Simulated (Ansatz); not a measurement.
# Y (P6_3/mmc, 2 atoms in the cell): modes against uniaxial strain along c, part 2 of 2

Wanted: the shifts of the zone-centre modes of Y (P6_3/mmc, 2 atoms in the cell) with strain.

Ansatz 0.2.0; DFT PBEsol, scalar-relativistic, plane waves, PAW; PAW set soft_1.

So far. Step 3 (Tight relaxation): The forces vanish by symmetry and the pressure is 0.001 GPa, within the tolerances set. The cell now holds 31.30 Å³/atom.

## (4) Modes at rest

The force constants come from the linear response of the density to a displacement.

The modes at rest are the reference of the series.

input.yaml

```yaml
crystal:
  lattice:
    - [3.5985008811, 0.0, 0.0]
    - [-1.7992504406, 3.1163931786, 0.0]
    - [0.0, 0.0, 5.5819626416]
  atoms:
    - { symbol: "Y", position: [0.3333333333, 0.6666666667, 0.25] }
    - { symbol: "Y", position: [0.6666666667, 0.3333333333, 0.75] }
kpoints:
  mp_grid: { grid: [15, 15, 8] }
hamiltonian:
  xc: pbesol
  pseudopotentials: { kind: paw, azcp: { folder: soft_1 }, xc_functional: pbe }
scf:
  occupations: { method: methfessel_paxton, width: 0.2 }
output:
  eigenvalues: true
phonons:
  method: dfpt
```

Command:

```sh
$ ansatz run input.yaml --threads 4 --pin off --max-ram 10240MiB --backend cpu --events-out ev --progress --plain --runs-dir out
```

Numbers of over 12 decimals in the logs are rounded to 6 here.

The log of the run:

```text
zone centre: on kpoints.mp_grid the ground state, and the responses unless they are solved on pairs of k-points, stand on 320 of the mesh's 1800 k-points, reduced under 4 symmetry operations, with k and −k counted as one. Each operation leaves every solved displacement unchanged or reverses it
[...]
Crystal: 2 atoms, lattice volume = 62.598 Å³
Basis set: ecut = 420 eV, 1207 PW (Γ), exchange–correlation on 50×50×80 points (8 copies of the dense FFT grid, shifted against one another)
Bands: 15, of which v1, the nominal top of the filled ones, is band 11 counted from 1 (10 counted from 0)
Symmetry: 24 space group operations
k-points: 320 of 1800 (irreducible under 4 space group operations, time reversal used)
[...]
SCF iter   1: F=—  HF=-7590.252087 eV  |F-HF|=—  |Δ(HF+E_count)|=         —  Δρ=1.39e-2  dr2=1.89e-1  ethr=3.10e-3  ⟨swp⟩=4.4  Hψ=20371  notcnv=0
[...]
SCF iter   8: F=-7590.186874 eV  HF=-7590.186874 eV  |F-HF|=9.09e-13  |Δ(HF+E_count)|=  1.37e-10  S|Δr|=    0.00e0  Δρ=1.28e-7  dr2=7.61e-12  ethr=1.00e-12  ⟨swp⟩=4.1  Hψ=23633  notcnv=0
the search or the solves at the SCF's close seem to have found levels that the self-consistency loop had missed (the run counts 3). By its estimate they hold under 1e-12 electrons; where the run keeps them, the occupations were computed again with them
SCF 1 converged in 8 iterations: F = -7590.186874 eV  dr2 = 7.61e-12
[...]
DFPT response loops at Γ: preconditioner auto → Kerker (q_TF=auto, 2.292 Å⁻¹) (partly filled bands, converged f_vac=0.000); β = 1.00, the filter's whole step (`scf.mixing.beta` (0.50) is not read by the response loops under this deck's `scf.mixing.preconditioner`; to damp them name `kerker` or `kerker_dos`, under which they read `scf.mixing.beta`, and type it under 1.00, their step now; both keys bind the ground state too); Broyden in place of MSR1
SCF converged after 8 iterations
[...]
Free energy (F): -7590.186874 eV
[...]
Internal energy: -7590.184987 eV  (E = F + TS)
E sigma→0 (E₀):  -7590.186402 eV
Entropy (-TS):   -0.001887 eV (-0.943 meV/atom)
Fermi energy:    9.809666 eV
[...]
--- Band table (eV; the first three rows and the last of 320) ---
  k-point 0: bands = [... 7 lower, -12.2932, 5.0823, 7.8959, 10.9389, 11.5751, 11.5751, 11.9978, 12.2421]
  k-point 1: bands = [... 7 lower, -12.3227, 5.1922, 7.8388, 10.8159, 11.5042, 11.5042, 11.8892, 12.1408]
  k-point 2: bands = [... 7 lower, -12.3582, 5.5099, 7.6189, 10.6153, 11.4050, 11.4050, 11.5944, 11.9078]
  k-point 319: bands = [... 7 lower, -12.4275, 8.4370, 8.4370, 9.9670, 9.9670, 10.5853, 10.5853, 12.4100]
--- Phonons (Γ-DFPT): 2 representative perturbations + reference, on 320 of 1800 k-points (Σ response iterations 6) ---
  k mesh reduced under 4 symmetry operations, with k and −k counted as one. Each operation leaves every solved displacement unchanged or reverses it
  ASR residual: 2.405e-5 → 0.000e0 eV/Å²; symmetrization residual: 1.516e-10 eV/Å²
  ASR residual per site (eV/Å²): 2.41e-5 2.41e-5
  Γ frequencies (cm⁻¹): 0.00 0.00 0.00 89.97 89.97 154.24
  non-analytic LO–TO correction: not included (Born effective charges unavailable; polar crystals: no LO–TO splitting at Γ)
```

Wall time 72 s (4 threads of Intel Xeon at 2.50GHz (Skylake/Cascade Lake), shared host); peak memory 1.1 GiB.

In the SCF lines HF is the Harris–Foulkes energy and dr2 the Hartree energy of the density residual, in eV; the loop may stop once dr2 is under the threshold and the program's other checks hold. Hψ counts applications of the Hamiltonian.

Numbers from this step:

- sum-rule residual before enforcement: 2.41e-5 eV/Å²
- point group: 6/mmm
- highest optical mode at the zone centre (no LO-TO term): 154.2 cm⁻¹
- lowest optical zone-centre mode: 89.97 cm⁻¹

Patterns of degenerate modes are one choice out of their space. Modes at Γ:

```csv
mode,frequency (cm⁻¹),symmetry
1,0.0,acoustic
2,0.0,acoustic
3,0.0,acoustic
4,90.0,E2g
5,90.0,E2g
6,154.2,B1g
```

Displacements in mode 4 (90.0 cm⁻¹), the largest set to 1:
```
Y1   0.00 -1.00  0.00
Y2   0.00  1.00  0.00
```

Displacements in mode 6 (154.2 cm⁻¹), the largest set to 1:
```
Y1   0.00  0.00  1.00
Y2   0.00  0.00 -1.00
```

Before it was imposed, the acoustic sum rule was missed by 2.4e-5 eV/Å². Small misses are needed for a sound result but don't prove that mesh and cutoff are converged. The lowest optical mode is real, 90.0 cm⁻¹.

## (5) A member of the series: uniaxial strain of +4 % along c

The cell takes a uniaxial strain of +4 % along c. The strained length and the angles are held, while the rest of the cell and the atoms relax.

input.yaml, the sections that differ from step 4:

```yaml
crystal:
  lattice:
    - [3.5730830571, 0.0, 0.0]
    - [-1.7865415286, 3.0943806973, 0.0]
    - [0.0, 0.0, 5.8052411472]
  atoms:
    - { symbol: "Y", position: [0.3333333287, 0.6666666713, 0.25] }
    - { symbol: "Y", position: [0.6666666713, 0.3333333287, 0.75] }
output:
  forces: true
  stress: true
  eigenvalues: true
relax:
  adjacent_minimum: "off"
  f_tol: 0.001
  max_steps: 60
  cell: { stress_tol: 0.01, fix: [c, angles] }
# kpoints, hamiltonian, scf: as in step 4
# phonons: removed
```

The log of the run:

```text
[...]
k-point 319: bands = [... 7 lower, -12.7663, 7.8800, 7.8800, 9.5803, 9.5803, 11.0300, 11.0300, 12.5372]
--- Relaxed structure (3 steps of the walk, 3 accepted, 1 SCFs on fresh bases) ---
[...]
cell:  # Å, volume = 63.8698 Å³
    - [3.564285, 2.8796477234113658e-11, 0.0]
    - [-1.782143, 3.086762, 0.0]
    - [0.0, 0.0, 5.8052411472]
  atoms:
    - { symbol: Y, position: [0.333333, 0.666667, 0.250000] }
    - { symbol: Y, position: [0.666667, 0.333333, 0.75] }
[key lines of the parts left out:]
SCF converged after 5 iterations
Free energy (F): -7590.165761 eV
Fermi energy:    9.596176 eV
P = ⅓ Tr σ = -0.8761 GPa (-8.761 kbar)
```

Run time: 50 s. Hardware: 4 threads; peak memory 0.6 GiB; 2.2 min of CPU time.

Relaxation path:

```csv
step,energy less that of the first step (eV),largest force component (eV/Å),pressure (GPa),volume (Å³)
1,0.0000,0.0000,-1.06,64.19
2,-0.0002,0.0000,-0.90,63.91
3,-0.0002,0.0000,-0.88,63.87
4*,-0.0002,0.0000,-0.88,63.87
```

Relaxation steps marked * repeat the geometry before them on a plane-wave basis chosen anew for their cell, so energy and pressure can jump there.

```csv
"conventional cell, symmetrised",before,after,change
a (Å),3.573,3.564,-0.2 %
b (Å),3.573,3.564,-0.2 %
c (Å),5.805,5.805,-0.0 %
volume (Å³/atom),32.09,31.93,-0.5 %
```

The relaxed structure:

```cif
data_structure
_symmetry_space_group_name_H-M 'P 1'
_symmetry_Int_Tables_number 1
_cell_length_a 3.5643
_cell_length_b 3.5643
_cell_length_c 5.8052
_cell_angle_alpha 90.000
_cell_angle_beta 90.000
_cell_angle_gamma 120.000
_cell_volume 63.87
loop_
_atom_site_label
_atom_site_type_symbol
_atom_site_fract_x
_atom_site_fract_y
_atom_site_fract_z
_atom_site_occupancy
Y1 Y 0.33333 0.66667 0.25000 1
Y2 Y 0.66667 0.33333 0.75000 1
```

This step gave:

- pressure: -0.8761 GPa
- volume per atom: 31.93 Å³

The forces vanish by symmetry.

The cell shrank by 0.5 % in volume.

## (6) Modes of this member: uniaxial strain of +4 % along c

The zone-centre modes follow for uniaxial strain of +4 % along c.

input.yaml, the sections that differ from step 5:

```yaml
crystal:
  lattice:
    - [3.5642851946, 0.0, 0.0]
    - [-1.7821425973, 3.0867615248, 0.0]
    - [0.0, 0.0, 5.8052411472]
  atoms:
    - { symbol: "Y", position: [0.3333333352, 0.6666666648, 0.25] }
    - { symbol: "Y", position: [0.6666666648, 0.3333333352, 0.75] }
output:
  eigenvalues: true
phonons:
  method: dfpt
# kpoints, hamiltonian, scf: as in step 5
# relax: removed
```

The log of the run:

```text
[...]
Crystal: 2 atoms, lattice volume = 63.870 Å³
Basis set: ecut = 420 eV, 1237 PW (Γ), exchange–correlation on 48×48×80 points (8 copies of the dense FFT grid, shifted against one another)
Bands: 15, of which v1, the nominal top of the filled ones, is band 11 counted from 1 (10 counted from 0)
Symmetry: 24 space group operations
k-points: 320 of 1800 (irreducible under 4 space group operations, time reversal used)
[...]
SCF iter   1: F=—  HF=-7590.231111 eV  |F-HF|=—  |Δ(HF+E_count)|=         —  Δρ=1.36e-2  dr2=1.90e-1  ethr=3.10e-3  ⟨swp⟩=4.4  Hψ=20158  notcnv=0
[...]
SCF iter   8: F=-7590.165761 eV  HF=-7590.165761 eV  |F-HF|=4.55e-12  |Δ(HF+E_count)|=  1.60e-10  S|Δr|=    0.00e0  Δρ=1.16e-7  dr2=6.10e-12  ethr=1.00e-12  ⟨swp⟩=4.0  Hψ=23654  notcnv=0
SCF 1 converged in 8 iterations: F = -7590.165761 eV  dr2 = 6.10e-12
[...]
SCF converged after 8 iterations
[...]
Free energy (F): -7590.165761 eV
[...]
Internal energy: -7590.159381 eV  (E = F + TS)
E sigma→0 (E₀):  -7590.164166 eV
Entropy (-TS):   -0.006380 eV (-3.190 meV/atom)
Fermi energy:    9.596176 eV
Step filling:    the computed levels leave a gap of 0.0000 eV = 0.0 smearing widths at the electron count; against every level under it full and every level over it empty, smearing changes F+E_penalty+E_count by -1.872 meV and its σ→0 estimate by -0.277 meV
[...]
--- Band table (eV; the first three rows and the last of 320) ---
  k-point 0: bands = [... 7 lower, -12.6125, 4.8744, 7.6212, 10.3271, 11.3932, 11.4073, 11.4073, 11.9625]
  k-point 1: bands = [... 7 lower, -12.6217, 4.9742, 7.5435, 10.2495, 11.3004, 11.3669, 11.3669, 11.8899]
  k-point 2: bands = [... 7 lower, -12.6305, 5.2633, 7.2814, 10.1398, 11.0502, 11.3060, 11.3060, 11.7166]
  k-point 319: bands = [... 7 lower, -12.7323, 8.2167, 8.2167, 9.7289, 9.7289, 10.3529, 10.3529, 12.1448]
[...]
ASR residual: 2.047e-5 → 0.000e0 eV/Å²; symmetrization residual: 1.015e-13 eV/Å²
  ASR residual per site (eV/Å²): 2.05e-5 2.05e-5
  Γ frequencies (cm⁻¹): 0.00 0.00 0.00 79.78 79.78 126.72
[...]
```

It took 67 s on 4 threads; peak memory 1.1 GiB.

This step gave:

```
sum-rule residual before enforcement                    : 2.05e-5 eV/Å²
highest optical mode at the zone centre (no LO-TO term) : 126.7 cm⁻¹
lowest optical zone-centre mode                         : 79.78 cm⁻¹
```

Patterns of degenerate modes are one choice out of their space. Modes at Γ:

```csv
mode,frequency (cm⁻¹),symmetry
1,0.0,acoustic
2,0.0,acoustic
3,0.0,acoustic
4,79.8,E2g
5,79.8,E2g
6,126.7,B1g
```

The lowest optical mode is real, 79.8 cm⁻¹, and the highest lies at 126.7 cm⁻¹.

Between step 4 and this run (strain 4 %) the value for the highest optical mode at the zone centre (no LO-TO term) moves from 154 cm⁻¹ to 127 cm⁻¹ (-18 %).

## (7) Relaxation of a member: uniaxial strain of -4 % along c

The cell takes a uniaxial strain of -4 % along c. The strained length and the angles are held, while the rest of the cell and the atoms relax.

input.yaml, the sections that differ from step 6:

```yaml
crystal:
  lattice:
    - [3.6236792371, 0.0, 0.0]
    - [-1.8118396186, 3.1381982745, 0.0]
    - [0.0, 0.0, 5.358684136]
  atoms:
    - { symbol: "Y", position: [0.3333335568, 0.6666664432, 0.25] }
    - { symbol: "Y", position: [0.6666664432, 0.3333335568, 0.75] }
output:
  forces: true
  stress: true
  eigenvalues: true
relax:
  adjacent_minimum: "off"
  f_tol: 0.001
  max_steps: 60
  cell: { stress_tol: 0.01, fix: [c, angles] }
# kpoints, hamiltonian, scf: as in step 6
# phonons: removed
```

The log of the run:

```text
[...]
k-point 319: bands = [... 7 lower, -12.1318, 8.3319, 8.3319, 10.2383, 10.2383, 11.6326, 11.6326, 12.7764]
--- Relaxed structure (2 steps of the walk, 2 accepted, 1 SCFs on fresh bases) ---
[...]
cell:  # Å, volume = 61.2260 Å³
    - [3.632232, 2.8935646795760076e-11, 0.0]
    - [-1.816116, 3.145605, 0.0]
    - [0.0, 0.0, 5.358684136]
  atoms:
    - { symbol: Y, position: [0.333334, 0.666666, 0.25] }
    - { symbol: Y, position: [0.666666, 0.333334, 0.75] }
[key lines of the parts left out:]
SCF converged after 5 iterations
Free energy (F): -7590.162692 eV
Fermi energy:    10.041065 eV
P = ⅓ Tr σ = 1.0451 GPa (10.451 kbar)
```

Run time: 38 s. Hardware: 4 threads; peak memory 0.59 GiB; 96 s of CPU time.

The steps of the relaxation:

```csv
step,energy less that of the first step (eV),largest force component (eV/Å),pressure (GPa),volume (Å³)
1,0.0000,0.0000,1.26,60.94
2,-0.0002,0.0000,1.05,61.23
3*,-0.0002,0.0000,1.05,61.23
```

Relaxation steps marked * repeat the geometry before them on a plane-wave basis chosen anew for their cell, so energy and pressure can jump there.

```csv
"conventional cell, symmetrised",before,after,change
a (Å),3.624,3.632,+0.2 %
b (Å),3.624,3.632,+0.2 %
c (Å),5.359,5.359,+0.0 %
volume (Å³/atom),30.47,30.61,+0.5 %
```

Final coordinates:

```xyz
2
Lattice="3.6322 0.0000 0.0000 -1.8161 3.1456 0.0000 0.0000 0.0000 5.3587" Properties=species:S:1:pos:R:3 pbc="T T T"
Y     0.0000    2.0971    1.3397
Y     1.8161    1.0485    4.0190
```

Numbers from this step:

| Property | Result |
| --- | --- |
| pressure | 1.045 GPa |
| volume per atom | 30.61 Å³ |

The largest force component left is 0.0072 meV/Å.

## (8) Zone-centre modes of the member: uniaxial strain of -4 % along c

The zone-centre modes follow for uniaxial strain of -4 % along c.

input.yaml, the sections that differ from step 7:

```yaml
crystal:
  lattice:
    - [3.6322319547, 0.0, 0.0]
    - [-1.8161159774, 3.1456051452, 0.0]
    - [0.0, 0.0, 5.358684136]
  atoms:
    - { symbol: "Y", position: [0.3333337606, 0.6666662394, 0.25] }
    - { symbol: "Y", position: [0.6666662394, 0.3333337606, 0.75] }
output:
  eigenvalues: true
phonons:
  method: dfpt
# kpoints, hamiltonian, scf: as in step 7
# relax: removed
```

The log of the run:

```text
[...]
Crystal: 2 atoms, lattice volume = 61.226 Å³
Basis set: ecut = 420 eV, 1181 PW (Γ), exchange–correlation on 50×50×72 points (8 copies of the dense FFT grid, shifted against one another)
Bands: 15, of which v1, the nominal top of the filled ones, is band 11 counted from 1 (10 counted from 0)
Symmetry: 24 space group operations
[...]
k-point 1: bands = [... 7 lower, -11.9810, 5.4434, 8.1318, 11.4668, 11.6354, 11.6354, 12.4054, 12.4054]
  k-point 2: bands = [... 7 lower, -12.0560, 5.7931, 7.9698, 11.1558, 11.4907, 11.4907, 12.0999, 12.0999]
  k-point 319: bands = [... 7 lower, -12.0887, 8.6968, 8.6968, 10.2360, 10.2360, 10.8613, 10.8613, 12.6859]
[...]
ASR residual: 3.693e-5 → 0.000e0 eV/Å²; symmetrization residual: 1.912e-10 eV/Å²
  ASR residual per site (eV/Å²): 3.69e-5 3.69e-5
  Γ frequencies (cm⁻¹): 0.00 0.00 0.00 97.46 97.46 180.61
[...]
[key lines of the parts left out:]
SCF converged after 8 iterations
Free energy (F): -7590.162692 eV
Fermi energy:    10.041065 eV
```

Wall time 68 s (4 threads); peak memory 1.1 GiB.

Numbers from this step:

- sum-rule residual before enforcement: 3.69e-5 eV/Å²
- highest optical mode at the zone centre (no LO-TO term): 180.6 cm⁻¹
- lowest optical zone-centre mode: 97.46 cm⁻¹

Patterns of degenerate modes are one choice out of their space. Modes at Γ:

```csv
mode,frequency (cm⁻¹),symmetry
1,0.0,acoustic
2,0.0,acoustic
3,0.0,acoustic
4,97.5,E2g
5,97.5,E2g
6,180.6,B1g
```

Displacements in mode 5 (97.5 cm⁻¹), the largest set to 1:
```
Y1   0.00  1.00  0.00
Y2   0.00 -1.00  0.00
```

Displacements in mode 6 (180.6 cm⁻¹), the largest set to 1:
```
Y1   0.00  0.00 -1.00
Y2   0.00  0.00  1.00
```

The lowest optical mode is real, 97.5 cm⁻¹, and the highest lies at 180.6 cm⁻¹.

For the highest optical mode at the zone centre (no LO-TO term), step 4 gave 154 cm⁻¹; this run, with strain -4 %, gives 181 cm⁻¹ (+17 %).

## (9) All members side by side

The members are set side by side, also those not shown above.

Stress is positive in compression; energies are extrapolated to zero smearing, and E0 is that at rest; the edges not held and the atoms are relaxed in each cell; all runs use 15×15×8 k points and Methfessel-Paxton smearing of 0.2 eV. State of the crystal along the series:

```csv
strain (%),stress along the axis (GPa),free strain along a (%),free strain along b (%),E - E0 (meV/atom)
-4,3.147,0.9374,0.9374,11.73
-3,2.314,0.6997,0.6997,6.344
-2,1.508,0.4651,0.4651,2.645
-1,0.7338,0.2308,0.2308,0.5613
0,-0.008826,0,0,0
1,-0.719,-0.2279,-0.2279,0.8648
2,-1.391,-0.4653,-0.4653,3.064
3,-2.029,-0.7063,-0.7063,6.512
4,-2.629,-0.9508,-0.9508,11.12
```

Optical modes are counted from below at rest and tracked from member to member by their patterns, and modes that stay within 0.3 cm⁻¹ of each other stand once; labels, where given, are those at rest; the edges not held and the atoms are relaxed in each cell; all runs use 15×15×8 k points and Methfessel-Paxton smearing of 0.2 eV. Optical modes along the series:

```csv
strain (%),optical mode 1 E2g (cm⁻¹),optical mode 2 B1g (cm⁻¹)
-4,97.46,180.6
-3,96.32,174.4
-2,94.63,167.9
-1,92.46,161.1
0,89.97,154.2
1,87.33,147.3
2,84.69,140.4
3,82.15,133.5
4,79.78,126.7
```

Value and slope at zero strain of a cubic (a lower polynomial where under five rows exist) through the rows within 2 % of rest. Slopes at rest:

```csv
mode,frequency (cm⁻¹),shift per percent of strain (cm⁻¹),shift per GPa of compressive stress (cm⁻¹)
optical mode 1 E2g,90,-2.59,3.57
optical mode 2 B1g,154.2,-6.93,9.54
```

## (10) Outcome

* members: 9
* highest optical mode at the zone centre (no LO-TO term), at rest: 154.2 cm⁻¹
* Young’s modulus along c: 72.7 GPa
* optical mode 1 E2g, shift per percent: -2.59 cm⁻¹
* optical mode 2 B1g, shift per percent: -6.93 cm⁻¹

What this shows: The stress changes by 0.73 GPa for each percent, a Young’s modulus of 73 GPa along c. For each percent the free edge responds with -0.23 %. The fastest shift in the table of slopes is -6.9 cm⁻¹ for each percent (optical mode 2 B1g), or 9.5 cm⁻¹ for each GPa of compressive stress. For small strain, the measured shift of a line that Raman or infrared light can see, divided by its slope, estimates the stress, if the state of stress is of this kind. These are harmonic frequencies at zero temperature: anharmonic shifts, linewidths and thermal expansion are left out. With no gap, or one that is small against the smearing, the frequencies hang on the k mesh and the smearing, most of all near Kohn anomalies. The PAW files were made for PBE; the program adapts parts of them to the functional of the run, but their partial waves stay those of PBE, an approximation that was not tested in this session. Only the zone centre was solved, so an instability at another wavevector cannot show here.

[Logs are printed without paths, hosts, clocks, repeated set-up lines and the standing remarks that a program may print on its own settings, such as how far it seeks lower states.]

[Hosts, paths, dates, database ids (printed as entryN), source tags and the programs' standing remarks are cut or masked in the printed files.]
